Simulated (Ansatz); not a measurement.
# A hypothetical structure for BeS2, part 2 of 2

Starting from a made-up structure for BeS2, the aim is the relaxed cell, its shortest contacts and, where a second run follows, its electronic structure.

Ansatz 0.2.0; DFT, PBE, plane-wave PAW, files of the set soft_1, scalar-relativistic, no spin, cell and ions relaxed at zero pressure; PAW set soft_1 (the session's first sound run).

So far: The starting structure; Relaxing cell and atoms. The relaxed cell has a = 3.372, c = 4.343 Å (conventional setting).

## (3) Electronic structure of the relaxed cell

A second self-consistent run takes a narrower smearing and the mesh shown in its input; the bands follow along the standard path of the relaxed lattice.

This step: DFT, PBE, plane-wave PAW, files of the set soft_1, scalar-relativistic, no spin, bands and density of states at the relaxed cell; PAW set soft_1 (Ansatz 0.2.0).

Input file input.yaml:

```yaml
crystal:
  lattice:
    - [3.3718553452, 0.0, 0.0]
    - [-1.6859276726, 2.9201123869, 0.0]
    - [0.0, 0.0, 4.3428624991]
  atoms:
    - { symbol: S, position: [0.6666666667, 0.3333333333, 0.7366393813] }
    - { symbol: S, position: [0.3333333333, 0.6666666667, 0.2633606187] }
    - { symbol: Be, position: [0.0, 0.0, 0.0] }
kpoints:
  mp_grid: { grid: [10, 10, 8] }
  band_path:
    path:
      - [[0.0, 0.0, 0.0], [0.5, 0.0, 0.0], [0.33333333, 0.33333333, 0.0], [0.0, 0.0, 0.0], [0.0, 0.0, 0.5], [0.5, 0.0, 0.5], [0.33333333, 0.33333333, 0.5], [0.0, 0.0, 0.5]]
      - [[0.5, 0.0, 0.5], [0.5, 0.0, 0.0]]
      - [[0.33333333, 0.33333333, 0.0], [0.33333333, 0.33333333, 0.5]]
    npoints: 8
scf:
  occupations: { method: fermi_dirac, width: 0.03 }
  n_extra_bands: 7
hamiltonian:
  xc: pbe
  pseudopotentials: { kind: paw, azcp: { folder: soft_1 } }
output:
  forces: true
  stress: true
  write_bands: true
  dos: { projected: true }
  write_density: true
  write_potential: true
  elf: true
  volumetric_format: npy
```

Command:

```bash
$ ansatz run input.yaml --threads 4 --pin off --max-ram 8192MiB --backend cpu --events-out ev --progress --plain --runs-dir out
```

Numbers of over 12 decimals in the logs are rounded to 6 here.

The log of the run:

```text
[...]
Crystal: 3 atoms, lattice volume = 42.761 Å³
Basis set: ecut = 420 eV, 855 PW (Γ), exchange–correlation on 48×48×60 points (8 copies of the dense FFT grid, shifted against one another)
Bands: 14, of which v1, the nominal top of the filled ones, is band 7 counted from 1 (6 counted from 0)
Symmetry: 12 space group operations
[...]
k-points: 94 of 800
[...]
SCF iter   1: F=—  HF=-1897.167164 eV  |F-HF|=—  |Δ(HF+E_count)|=         —  Δρ=3.53e-2  dr2=8.94e-1  ethr=3.10e-3  ⟨swp⟩=7.2  Hψ=9632  notcnv=0
[...]
SCF iter   7: F=-1896.918736 eV  HF=-1896.918736 eV  |F-HF|=4.00e-9  |Δ(HF+E_count)|=   4.02e-8  Δρ=3.03e-6  dr2=6.86e-9  ethr=7.14e-10  ⟨swp⟩=15.6  Hψ=10218  notcnv=0
SCF 1 converged in 7 iterations: F = -1896.918736 eV  dr2 = 6.86e-9
[...]
NSCF: frozen V_eff on 75 k-points
SCF converged after 7 iterations
Free energy (F): -1896.918736 eV
[...]
Internal energy: -1896.913479 eV  (E = F + TS)
E sigma→0 (E₀):  -1896.916108 eV
Entropy (-TS):   -0.005257 eV (-1.752 meV/atom)
Fermi energy:    7.426043 eV
[...]
--- Forces (eV/Å), atoms counted from 1 ---
  atom   1  S      0.00000000    -0.00000000    -0.01203223
  atom   2  S      0.00000000     0.00000000     0.01203223
  atom   3  Be     0.00000000    -0.00000000     0.00000000
  max |Σ_I F_I| component: 3.70e-17 eV/Å
--- Stress (GPa, compression-positive) ---
        0.226348      -0.000000      -0.000000
       -0.000000       0.226348       0.000000
       -0.000000       0.000000      -0.709946
  P = ⅓ Tr σ = -0.0858 GPa (-0.858 kbar)
--- Band table (eV; the first three rows and the last of 94) ---
  k-point 0: bands = [... 3 lower, 6.1698, 6.1698, 7.0801, 7.0801, 9.6650, 11.6378, 13.9915, 14.0594, ... 3 higher]
  k-point 1: bands = [... 3 lower, 6.2158, 6.2158, 7.0851, 7.0851, 9.3234, 11.7139, 13.7071, 13.7071, ... 3 higher]
  k-point 2: bands = [... 3 lower, 6.3387, 6.3387, 7.0888, 7.0888, 8.4187, 11.9798, 13.0548, 13.0548, ... 3 higher]
  k-point 93: bands = [... 3 lower, 1.5255, 2.6251, 3.0430, 8.6874, 8.8229, 15.0840, 15.1237, 15.4400, ... 3 higher]
```

Wall time 1.6 s (4 threads of Arm Neoverse V2, shared host); peak memory 0.34 GiB; 4.2 s of CPU time.

This step gave:

- free energy: -1896.9187 eV
- energy at zero smearing: -1896.9161 eV
- smearing term TS: 0.005257 eV
- Fermi energy: 7.426 eV
- pressure: -0.08575 GPa

bands.tsv at the labelled points (eV, zero at the Fermi level; the bands that come nearest the Fermi level along the path):

```tsv
point	band 4	band 5	band 6	band 7	band 8	band 9	band 10	band 11
Γ	-1.26	-1.26	-0.35	-0.35	2.24	4.21	6.57	6.63
M	-3.87	-3.58	-3.52	-1.53	0.61	3.68	6.37	6.54
K	-3.16	-3.16	-2.57	-2.57	-2.20	4.35	8.40	9.07
Γ	-1.26	-1.26	-0.35	-0.35	2.24	4.21	6.57	6.63
A	-1.55	-0.86	-0.86	-0.37	-0.37	4.93	4.93	5.12
L	-6.44	-2.53	-1.54	-0.52	-0.29	5.74	6.49	7.76
H	-5.89	-4.99	-4.57	1.41	1.41	7.85	7.85	8.00
A	-1.55	-0.86	-0.86	-0.37	-0.37	4.93	4.93	5.12
L	-6.44	-2.53	-1.54	-0.52	-0.29	5.74	6.49	7.76
M	-3.87	-3.58	-3.52	-1.53	0.61	3.68	6.37	6.54
K	-3.16	-3.16	-2.57	-2.57	-2.20	4.35	8.40	9.07
H	-5.89	-4.99	-4.57	1.41	1.41	7.85	7.85	8.00
```

Counts of states for the cell as run, both spins, by energy window (eV from the Fermi level):

```
from  to  total
  -8  -7   0.00
  -7  -6   0.48
  -6  -5   1.74
  -5  -4   1.31
  -4  -3   1.67
  -3  -2   1.72
  -2  -1   1.40
  -1   0   1.72
   0   1   1.61
   1   2   0.37
   2   3   0.00
   3   4   0.02
   4   5   0.69
   5   6   1.49
```

Below -8 eV lie 4.0 more states.

Electrostatic potential energy in the ac plane at fractional y = 0.000, with atoms of Be within 0.2 Å of it. With pseudopotentials it is smooth inside the atoms' cores, unlike the true potential.

Ten even steps from '_' (-26 eV) to '@' (12 eV):
```
______==##%%@@@@@@@@@@@@%%##==____
____::++##%%%%@@@@@@@@%%%%##++::__
--==++##%%%%%%%%%%%%%%%%%%%%##++==
**####%%%%%%%%%%%%%%%%%%%%%%%%####
%%%%%%%%@@%%%%########%%%%@@%%%%%%
@@@@@@@@@@%%%%########%%%%@@@@@@@@
@@@@@@@@@@@@%%%%####%%%%@@@@@@@@@@
@@@@@@@@@@@@%%%%%%%%%%%%@@@@@@@@@@
@@@@@@@@@@@@@@@@%%%%@@@@@@@@@@@@@@
@@@@@@@@@@@@@@@@@@@@@@@@@@@@@@@@@@
@@@@@@@@@@@@@@@@@@@@@@@@@@@@@@@@@@
@@@@@@@@@@@@@@@@@@@@@@@@@@@@@@@@@@
@@@@@@@@@@@@@@@@%%%%@@@@@@@@@@@@@@
@@@@@@@@@@@@%%%%%%%%%%%%@@@@@@@@@@
@@@@@@@@@@@@%%%%####%%%%@@@@@@@@@@
@@@@@@@@@@%%%%########%%%%@@@@@@@@
%%%%%%%%@@%%%%########%%%%@@%%%%%%
**####%%%%%%%%%%%%%%%%%%%%%%%%####
--==++##%%%%%%%%%%%%%%%%%%%%##++==
____::++##%%%%@@@@@@@@%%%%##++::__
______==##%%@@@@@@@@@@@@%%##==____
______--##%%@@@@@@@@@@@@%%##--____
```
Columns run along a (3.4 Å; values clipped at the 3rd and 97th percentile), rows up along c (4.3 Å). Atoms in or near the plane, at fractional coordinates: Be at (0.00, 0.00).

Valence density in the ac plane at fractional y = 0.000, with atoms of Be within 0.2 Å of it. It is the smooth field of the valence electrons, not physical close to the nuclei.

Ten even steps from '_' (0.03 e/Å³) to '@' (0.50 e/Å³):
```
....::--====================--::..
::::--========++++++++========--::
::----====++************++====----
::::----==++##%%%%%%%%##++==----::
::::::--==++##@@@@@@@@##++==--::::
....::::==++##@@@@@@@@##++==::::..
......::--==**%%@@@@%%**==--::....
______..::--++**####**++--::..____
______....::--++++++++--::....____
________..::----====----::..______
________....::--====--::....______
________..::----====----::..______
______....::--++++++++--::....____
______..::--++**####**++--::..____
......::--==**%%@@@@%%**==--::....
....::::==++##@@@@@@@@##++==::::..
::::::--==++##@@@@@@@@##++==--::::
::::----==++##%%%%%%%%##++==----::
::----====++************++====----
::::--========++++++++========--::
....::--====================--::..
__..::--==----------------==--::..
```
Columns run along a (3.4 Å), rows up along c (4.3 Å). Atoms in or near the plane, at fractional coordinates: Be at (0.00, 0.00).

ELF in the ac plane at fractional y = 0.000, with atoms of Be within 0.2 Å of it. It is the smooth field of the valence electrons, not physical close to the nuclei.

Ten even steps from '0' (0.00) to '9' (0.78):
```
00024443333444200
00146665555665410
11357788888877531
22467899999987642
22357899999987532
22346899999986432
11235789999875321
00124678888764210
00012356666532100
00001234444321000
00001123333211000
00001234444321000
00012356666532100
00124678888764210
11235789999875321
22346899999986432
22357899999987532
22467899999987642
11357788888877531
00145665555666410
00024443333444200
00013432222343100
```
Columns run along a (3.4 Å), rows up along c (4.3 Å). Atoms in or near the plane, at fractional coordinates: Be at (0.00, 0.00).

## (4) Summary of results

```
space group, relaxed : P-3m1
conventional cell    : a = 3.372, b = 3.372, c = 4.343 Å; α = 90.0°, β = 90.0°, γ = 120.0°
volume per atom      : 14.25 Å³ (guess 18.09)
```

BeS2 relaxes to P-3m1 with a = 3.372, b = 3.372 and c = 4.343 Å. The guessed volume was 27 % too large. The space group P-3m1 was held in the relaxation, so the end point is a stationary structure within it and may be a saddle against distortions or other arrangements. Bands cross the Fermi level, so it is a metal or semimetal at this level. On the 10×10×8 mesh with the narrower smearing (relaxed on 9×9×6) the largest force component is 0.012 eV/Å and the largest stress component is 0.710 GPa, against the relaxation's thresholds of 0.015 eV/Å and 0.05 GPa. The cutoff wasn't tested. A vector of the cell changed its length by 11 %, more than the volume shows. No dispersion term is used, so weakly bound directions may come out too long. Nothing here tests whether the compound is stable against decomposition.

[Logs are printed without paths, hosts, clocks, repeated set-up lines and the standing remarks that a program may print on its own settings, such as how far it seeks lower states.]

[Hosts, paths, dates, database ids (printed as entryN), source tags and the programs' standing remarks are cut or masked in the printed files.]
